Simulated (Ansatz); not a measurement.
# CaC2 (I4/mmm): relaxing the cell for a phonon run

Aim: bring CaC2 (I4/mmm) to small forces and stress, as phonons need.

Program: Ansatz 0.2.0. Level of theory: DFT PBEsol, scalar-relativistic, plane waves, PseudoDojo norm-conserving pseudopotentials. Results are calculated unless marked as measured.

This is a report of a sequence of runs, with most program output left out.

### Step 1. The structure

It takes space group I4/mmm (No. 139, tetragonal). Conventional cell: a = 3.869 Å, b = 3.869 Å, c = 6.404 Å, α = 90.00°, β = 90.00°, γ = 90.00°. Nearest to Ca lie 10 C at 2.58 to 2.81 Å. Nearest to C lie 1 C at 1.25 Å and 5 Ca at 2.58 to 2.81 Å. Farther neighbours are not listed.

Structure file:

```cif
data_structure
_symmetry_space_group_name_H-M 'P 1'
_symmetry_Int_Tables_number 1
_cell_length_a 4.2115
_cell_length_b 4.2115
_cell_length_c 4.2115
_cell_angle_alpha 125.317
_cell_angle_beta 125.317
_cell_angle_gamma 81.013
_cell_volume 47.92
loop_
_atom_site_label
_atom_site_type_symbol
_atom_site_fract_x
_atom_site_fract_y
_atom_site_fract_z
_atom_site_occupancy
Ca1 Ca 0.00000 0.00000 0.00000 1
C2 C 0.59789 0.59789 0.00000 1
C3 C 0.40211 0.40211 0.00000 1
```

### Step 2. Probe on a coarse mesh

A quick single point on a coarse mesh tells whether the cell has a gap and how far it is from rest, which sets the k mesh and smearing that follow.

input.yaml

```yaml
crystal:
  lattice:
    - [-1.9342985994, 1.9342985994, 3.2021112425]
    - [1.9342985994, -1.9342985994, 3.2021112425]
    - [1.9342985994, 1.9342985994, -3.2021112425]
  atoms:
    - { symbol: Ca, position: [0.0, 0.0, 0.0] }
    - { symbol: C, position: [0.59789272, 0.59789272, 0.0] }
    - { symbol: C, position: [0.40210728, 0.40210728, 0.0] }
kpoints:
  mp_grid: { grid: [6, 6, 6] }
hamiltonian:
  xc: pbesol
  pseudopotentials: { kind: nc, accuracy: standard }
scf:
  occupations: { method: gaussian, width: 0.1 }
output:
  forces: true
  stress: true
  eigenvalues: true
```

The run is started by

```sh
$ ansatz run input.yaml --threads 4 --pin off --max-ram 7168MiB --backend cpu --events-out ev --progress --plain --runs-dir out
```

Elapsed: 1 s, on 4 threads of Arm Neoverse V2, shared host; peak memory 0.41 GiB; 3.6 s of CPU time.

This step gave:

```
pressure           : -1.151 GPa
gap on the k-mesh  : 1.205 eV
volume per atom    : 15.97 Å³
direct gap on mesh : 2.264 eV
```

The coarse mesh shows a gap of 1.21 eV and a pressure of -1.2 GPa.

### Step 3. Rough relaxation

A rough relaxation comes first, because large forces or stress need no tight tolerances yet.

Changes to input.yaml since step 2:

```diff
@@ -10,3 +10,3 @@
 kpoints:
-  mp_grid: { grid: [6, 6, 6] }
+  mp_grid: { grid: [8, 8, 8] }
 hamiltonian:
@@ -20 +20,6 @@
   eigenvalues: true
+relax:
+  adjacent_minimum: "off"
+  f_tol: 0.05
+  max_steps: 80
+  cell: { stress_tol: 0.5 }
```

Elapsed: 9.4 s, on 4 threads; peak memory 0.49 GiB; 36 s of CPU time.

The steps of the relaxation:

```
step  energy less that of the first step (eV)  largest force component (eV/Å)  pressure (GPa)  volume (Å³)
   1                                   0.0000                          0.7562           -1.15        47.92
   2                                  -0.0071                          0.0417            1.99        44.96
   3                                  -0.0149                          0.0656            0.03        46.32
   4                                  -0.0150                          0.0123            0.02        46.28
  5*                                  -0.0145                          0.0118            0.00        46.28
```

Relaxation steps marked * repeat the geometry before them on a plane-wave basis chosen anew for their cell, so energy and pressure can jump there.

The run keeps the 16 symmetry operations that it works with, so distortions that break them were not tested.

```
conventional cell, symmetrised  before  after  change
                         a (Å)   3.869  3.822  -1.2 %
                         b (Å)   3.869  3.822  -1.2 %
                         c (Å)   6.404  6.338  -1.0 %
              volume (Å³/atom)   15.97  15.43  -3.4 %
```

The atoms that moved most (Å, as changes of fractional coordinates times the final cell):

```
atom     dx     dy      dz  length
  C2  0.000  0.000   0.010   0.010
  C3  0.000  0.000  -0.010   0.010
```

The relaxed structure:

```xyz
3
Lattice="-1.9108 1.9108 3.1690 1.9108 -1.9108 3.1690 1.9108 1.9108 -3.1690" Properties=species:S:1:pos:R:3 pbc="T T T"
Ca    0.0000    0.0000    0.0000
C     0.0000    0.0000    3.7999
C     0.0000    0.0000    2.5382
```

Numbers from this step:

```yaml
pressure: -0.004787 GPa
gap_on_the_k_mesh: 1.045 eV
volume_per_atom: 15.43 Å³
direct_gap_on_mesh: 2.156 eV
```

In this step the volume went from 15.97 to 15.43 Å³/atom.

### Step 4. Bringing the structure to rest

Harmonic phonons are second derivatives at a point where the forces vanish, and they are wanted at zero stress, so atoms and cell are relaxed first.

input.yaml

```yaml
crystal:
  lattice:
    - [-1.9107512922, 1.9107512922, 3.1690463743]
    - [1.9107512922, -1.9107512922, 3.1690463743]
    - [1.9107512922, 1.9107512922, -3.1690463743]
  atoms:
    - { symbol: Ca, position: [0.0, 0.0, 0.0] }
    - { symbol: C, position: [0.5995265312, 0.5995265312, 0.0] }
    - { symbol: C, position: [0.4004734688, 0.4004734688, 0.0] }
kpoints:
  mp_grid: { grid: [10, 10, 10] }
hamiltonian:
  xc: pbesol
  pseudopotentials: { kind: nc, accuracy: standard }
scf:
  occupations: { method: gaussian, width: 0.02 }
output:
  forces: true
  stress: true
  eigenvalues: true
relax:
  adjacent_minimum: "off"
  f_tol: 0.005
  max_steps: 80
  cell: { stress_tol: 0.05 }
```

Run time: 10 s. Hardware: 4 threads; peak memory 0.56 GiB; 38 s of CPU time.

Little changed from the start: no atom moved by 0.005 Å and no cell edge by 0.1 %.

Numbers from this step:

```
pressure           : 0.01606 GPa
gap on the k-mesh  : 1.034 eV
volume per atom    : 15.42 Å³
direct gap on mesh : 2.154 eV
```

In this step the volume went from 15.43 to 15.42 Å³/atom.

### Step 5. Relaxing to small forces for the phonons

Phonons need a cell at rest on their own settings, so the relaxation is repeated with tight tolerances on forces and stress on the k mesh and occupations of the first response run.

input.yaml, the sections that differ from step 4:

```yaml
crystal:
  lattice:
    - [-1.9102706151, 1.9102706151, 3.1687218206]
    - [1.9102706151, -1.9102706151, 3.1687218206]
    - [1.9102706151, 1.9102706151, -3.1687218206]
  atoms:
    - { symbol: Ca, position: [0.0, 0.0, 0.0] }
    - { symbol: C, position: [0.5995465245, 0.5995465245, 0.0] }
    - { symbol: C, position: [0.4004534755, 0.4004534755, 0.0] }
kpoints:
  mp_grid: { grid: [12, 12, 12] }
scf:
  occupations: { method: fixed }
relax:
  adjacent_minimum: "off"
  f_tol: 0.001
  max_steps: 60
  cell: { stress_tol: 0.01 }
# hamiltonian, output: as in step 4
```

Elapsed: 20 s, on 4 threads; peak memory 0.66 GiB; 80 s of CPU time.

Little changed from the start: no atom moved by 0.005 Å and no cell edge by 0.1 %.

This step gave:

| Item | Value |
| --- | --- |
| pressure | 3.82e-4 GPa |

The largest force component left is 0.23 meV/Å and the pressure is 0.000 GPa, within the tolerances set. The cell now holds 15.42 Å³/atom.

### Step 6. What came out

| Quantity | Value |
| --- | --- |
| space group after relaxation (within 0.01 Å) | I4/mmm |
| lattice constant a | 3.821 Å |
| lattice constant b | 3.821 Å |
| lattice constant c | 6.338 Å |
| volume per atom | 15.4 Å³ |
| gap on the k-mesh | 1.03 eV |

In words: The largest force component left is 0.23 meV/Å and the pressure is 0.000 GPa, within the tolerances set. The cell now holds 15.42 Å³/atom. The relaxation keeps the symmetry of its start, so it says nothing on stability against lower symmetry.

[Logs are printed without paths, hosts, clocks, repeated set-up lines and the standing remarks that a program may print on its own settings, such as how far it seeks lower states.]

[Hosts, paths, dates, database ids (printed as entryN), source tags and the programs' standing remarks are cut or masked in the printed files.]
